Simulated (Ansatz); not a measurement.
# Starting-point dependence of the GW gap of Y4S3N2 (C2/m), part 2 of 2

One-shot GW is not self-consistent; how far does the start matter for Y4S3N2 (C2/m)?

Ansatz 0.2.0; G0W0 on several functionals, plane waves, PAW. Known limits of the many-body steps: not at the basis limit; no spin-orbit coupling.

So far. Step 2 (G0W0 on PBE): The gap on the mesh goes from 1.43 eV to 2.31 eV, a correction of +0.89 eV. Between the two edge states, bare exchange in place of the xc potential would open the gap by 7.25 eV, and correlation takes back 6.36 eV.

In doubt: masses and optical values from hybrid runs of this build are listed as unsure (step 4), which bears on the screening that GW takes from such a start.

## Step 3: G0W0 on r2SCAN

One-shot GW remembers its start. Another functional's orbitals and levels show by how much.

This step: G0W0 on r2SCAN, plane waves, PAW; PAW set soft_1.

Input file input.yaml:

```yaml
crystal:
  lattice:
    - [6.4622478753, -1.9155154099, 0.0]
    - [6.4622478753, 1.9155154099, 0.0]
    - [-6.1150777327, 0.0, 7.7218549571]
  atoms:
    - { symbol: "Y", position: [0.76032434, 0.76032434, 0.64851811] }
    - { symbol: "Y", position: [0.23967566, 0.23967566, 0.35148189] }
    - { symbol: "Y", position: [0.43654668, 0.43654668, 0.14567864] }
    - { symbol: "Y", position: [0.56345332, 0.56345332, 0.85432136] }
    - { symbol: S, position: [0.0, 0.0, 0.0] }
    - { symbol: S, position: [0.17442465, 0.17442465, 0.78433872] }
    - { symbol: S, position: [0.82557535, 0.82557535, 0.21566128] }
    - { symbol: "N", position: [0.64303648, 0.64303648, 0.36114028] }
    - { symbol: "N", position: [0.35696352, 0.35696352, 0.63885972] }
kpoints:
  mp_grid: { grid: [4, 4, 2] }
hamiltonian:
  xc: r2scan
  pseudopotentials: { kind: paw, azcp: { folder: soft_1 } }
scf:
  occupations: { method: fixed }
gw:
  n_empty_bands: 1048
  ecut_chi: 180.0
  qp_bands: [v3, c3]
  qp_kpoints: band_edges
  screening: { model: contour_deformation }
```

Command:

```sh
ansatz run input.yaml --threads 2 --pin off --max-ram 92160MiB --backend cuda --events-out ev --progress --plain --runs-dir out --devices 1 --max-vram 13GiB
```

Numbers of over 12 decimals in the logs are rounded to 6 here.

Output:

```text
GPUs: using 1 of 1 available (devices: 1).
[...]
GPU FFT provider: cuFFT
GPU libraries: cuBLAS 13.8.2, cuFFT 12.4.0, cuSOLVER 12.3.4
Crystal: 9 atoms, lattice volume = 191.171 Å³
Basis set: ecut = 500 eV, 4845 PW (Γ), exchange–correlation on 200×200×288 points (64 copies of the dense FFT grid, shifted against one another)
Bands: 45, of which v1, the nominal top of the filled ones, is band 36 counted from 1 (35 counted from 0)
Symmetry: 4 space group operations
[...]
k-points: 14 of 32
[...]
GPU buffer pool allocated for 180000 grid points (all kernels)
[...]
SCF iter   1: F=—  HF=-18947.801373 eV  |F-HF|=—  |Δ(HF+E_count)|=         —  Δρ=5.46e-2  dr2=1.07e1  dr2_τ=9.14e-1  ethr=3.10e-3  ⟨swp⟩=5.0  Hψ=2161  notcnv=0  defer=87
[...]
SCF iter   9: F=-18946.282190 eV  HF=-18946.282190 eV  |F-HF|=5.92e-9  |Δ(HF+E_count)|=   2.27e-7  Δρ=3.04e-6  dr2=2.48e-8  dr2_τ=3.28e-9  ethr=1.39e-10  ⟨swp⟩=14.8  Hψ=2941  notcnv=0
SCF 1 converged in 9 iterations: F = -18946.282190 eV  dr2 = 2.48e-8
[...]
NSCF: frozen V_eff on 14 k-points
[...]
G₀W₀ screening: q 1/14
[... further progress lines ...]
[...]
SCF converged after 9 iterations
Free energy (F): -18946.282190 eV
[...]
Internal energy: -18946.282190 eV  (E = F + TS)
E sigma→0 (E₀):  -18946.282190 eV
Fermi energy:    7.860599 eV
[...]
--- Band table (eV; the first three rows and the last of 14) ---
  k-point 0: bands = [... 32 lower, 6.6277, 6.9553, 7.1861, 7.7093, 9.9886, 10.9481, 11.5057, 11.7045, ... 5 higher]
  k-point 1: bands = [... 32 lower, 6.7096, 7.0358, 7.1613, 7.2452, 10.0389, 10.8564, 11.5297, 11.8270, ... 5 higher]
  k-point 2: bands = [... 32 lower, 6.7617, 7.0540, 7.1240, 7.3576, 11.0828, 11.4667, 11.6529, 11.9514, ... 5 higher]
  k-point 13: bands = [... 32 lower, 6.7468, 6.8099, 6.9978, 7.8606, 9.6376, 10.7308, 11.6263, 11.6739, ... 5 higher]
[...]
0    34      6.9553   -18.3269     2.0609   -15.6127  0.7631     6.2954     6.3020  root
     0    35      7.1861   -19.1799     2.2433   -16.3916  0.7569     6.6366     6.6411  root
     0    36      7.7093   -20.3509     2.5046   -17.4198  0.7518     7.2801     7.2828  root
     0    37      9.9886    -7.4615    -4.3215   -12.1281  0.7983    10.3351    10.3337  root
     0    38     10.9481    -7.7133    -4.5536   -12.6639  0.7911    11.3474    11.3451  root
     0    39     11.5057    -6.4617    -3.9964   -10.4897  0.8045    11.5372    11.5372  root
     1    34      7.0358   -19.0368     2.1578   -16.2413  0.7628     6.3921     6.3981  root
     1    35      7.1613   -20.3225     2.7787   -17.0871  0.7444     6.7010     6.7047  root
[...]
13    36      7.8606   -20.2765     2.4202   -17.4224  0.7543     7.4240     7.4267  root
    13    37      9.6376    -8.0162    -3.9263   -12.2501  0.7979     9.9462     9.9452  root
    13    38     10.7308    -6.8524    -4.2211   -11.3224  0.8001    10.9805    10.9797  root
    13    39     11.6263    -8.6198    -4.6425   -13.7557  0.7969    12.1229    12.1198  root
```

Elapsed: 2.1 min, on 1 × NVIDIA H100 80GB HBM3 (shared by 6 runs) with 2 threads of AMD EPYC 7R13 (Zen 3), shared host; peak memory 5.1 GiB.

This step gave:

```
bands summed                                 : 1084
RPA ε∞ on this mesh (eigenvalues)            : 5.208, 5.337, 5.627
plane waves in the screening matrix          : 1059
q-points in the mesh                         : 32
G0W0 gap on the mesh                         : 2.464 eV
k of the valence top                         : -0.5, -0.5, -0.5
k of the conduction bottom                   : -0.5, -0.5, 0
starting gap on the mesh                     : 1.732 eV
Z at the valence top                         : 0.7543
Z at the conduction bottom                   : 0.7979
least direct G0W0 gap on the computed points : 2.519 eV
```

Against the run with 4×4×2 mesh, 1048 empty bands, screening to 180 eV, PAW set soft_1 files on PBE, the gap moves by +0.15 eV, while the start moved by +0.30 eV.

## Step 4: G0W0 on HSE06

This step: G0W0 on HSE06, plane waves, PAW; PAW set soft_1.

Changes to input.yaml since step 3:

```diff
@@ -18,3 +18,3 @@
 hamiltonian:
-  xc: r2scan
+  xc: hse06
   pseudopotentials: { kind: paw, azcp: { folder: soft_1 } }
```

Output:

```text
GPUs: using 1 of 1 available (devices: 1).
[...]
davidson cushion auto → on  (no smearing: the cushion is to keep the highest requested band from converging to the state above it; pin scf.eigensolver.cushion to override)
[...]
GPU FFT provider: cuFFT
GPU libraries: cuBLAS 13.8.2, cuFFT 12.4.0, cuSOLVER 12.3.4
Crystal: 9 atoms, lattice volume = 191.171 Å³
Basis set: ecut = 420 eV, 3763 PW (Γ)
[...]
1    34      6.5993   -18.9417     1.9463   -16.5824  0.7828     6.1844     6.1863  root
     1    35      6.6102   -20.3183     2.5911   -17.5867  0.7652     6.4694     6.4696  root
[...]
13    36      7.4104   -20.2556     2.2527   -17.8161  0.7742     7.2232     7.2236  root
    13    37      9.7909    -7.5917    -3.8817   -11.6647  0.8147     9.9826     9.9822  root
    13    38     10.9194    -6.4513    -4.0902   -10.6430  0.8174    11.0209    11.0208  root
    13    39     11.8209    -6.4730    -4.0381   -10.6116  0.8191    11.9213    11.9212  root
[key lines of the parts left out:]
Free energy (F): -18898.885030 eV
Fermi energy:    7.410434 eV
```

Run time: 4.7 min. Hardware: 1 × NVIDIA H100 80GB HBM3 (shared by 6 runs) with 2 threads; peak memory 4.8 GiB; 6 min of CPU time.

This step gave:

```
bands summed                                 : 1084
RPA ε∞ on this mesh (eigenvalues)            : 4.656, 4.768, 5.016
plane waves in the screening matrix          : 1059
G0W0 gap on the mesh                         : 2.704 eV
k of the valence top                         : -0.5, -0.5, -0.5
k of the conduction bottom                   : -0.5, -0.5, 0
starting gap on the mesh                     : 2.335 eV
least direct G0W0 gap on the computed points : 2.759 eV
```

Against the run with 4×4×2 mesh, 1048 empty bands, screening to 180 eV, PAW set soft_1 files on r2SCAN, the gap moves by +0.24 eV, while the start moved by +0.60 eV.

## Step 5: The starts together

All on the 4×4×2 mesh with 1048 empty bands and screening to 180 eV. Times are wall times on 1 × NVIDIA H100 80GB HBM3 (shared by 6 runs) with 2 threads of AMD EPYC 7R13 (Zen 3), shared host, good to a factor of about two.

```
 start  starting gap (eV)  shift (eV)  G0W0 gap (eV)  RPA ε∞ (harmonic mean)  Z (valence, conduction)     time
   PBE               1.43       +0.89           2.31                    6.14               0.74, 0.78     91 s
r2SCAN               1.73       +0.73           2.46                    5.38               0.75, 0.80  2.1 min
 HSE06               2.34       +0.37           2.70                    4.81               0.77, 0.81  4.7 min
```

How the two edges are built up, in eV (the quasiparticle level is the starting level plus Σx plus Σc less Vxc):

```
   run               edge  start      Σx     Σc     Vxc     Z    QP
   PBE        valence top   8.02  -20.13   2.43  -17.13  0.74  7.44
   PBE  conduction bottom   9.45   -8.29  -3.93  -12.53  0.78  9.75
r2SCAN        valence top   7.86  -20.28   2.42  -17.42  0.75  7.43
r2SCAN  conduction bottom   9.59   -8.03  -3.90  -12.23  0.80  9.89
 HSE06        valence top   7.41  -20.26   2.25  -17.82  0.77  7.22
 HSE06  conduction bottom   9.75   -7.61  -3.85  -11.65  0.81  9.93
```

For a hybrid start, Vxc holds its share of exact exchange.

## Step 6: What came out

```yaml
g0w0_pbe: 2.31 eV (start 1.43 eV)
g0w0_r2scan: 2.46 eV (start 1.73 eV)
g0w0_hse06: 2.70 eV (start 2.34 eV)
known_limits: not at the basis limit; no spin-orbit coupling
```

What this shows: The starting gaps span 0.91 eV and the G0W0 gaps 0.39 eV. Between PBE and HSE06, 0.39 eV of the 0.91 eV survives, 43 %. HSE06 screens less than PBE (ε∞ 4.81 against 6.14). Of the 0.39 eV by which its G0W0 gap is higher, the correlation part gives +0.25 eV, and exchange with the one-particle terms, which follow the orbitals, +0.14 eV. The smallest correction, +0.37 eV, is on HSE06, the start nearest to reproducing itself. Bands and cutoff are finite, so the gap is not at the basis limit. The miss can reach some tenths of an eV and take either sign; the mesh is an error of its own. The many-body steps are scalar-relativistic: spin-orbit coupling is not in them.

[Paths, hosts, dates, memory and timing lines, banners, echoed tables and standing remarks are left out of the program output.]

[Logs are printed without paths, hosts, clocks, repeated set-up lines and the standing remarks that a program may print on its own settings, such as how far it seeks lower states.]

[Runs of the session that timed out or met a known fault of the program may be left out.]

[Cells called generated may have been cut or substituted from an entry of the Crystallography Open Database or the Materials Project.]

[Hosts, paths, dates, database ids (printed as entryN), source tags and the programs' standing remarks are cut or masked in the printed files.]
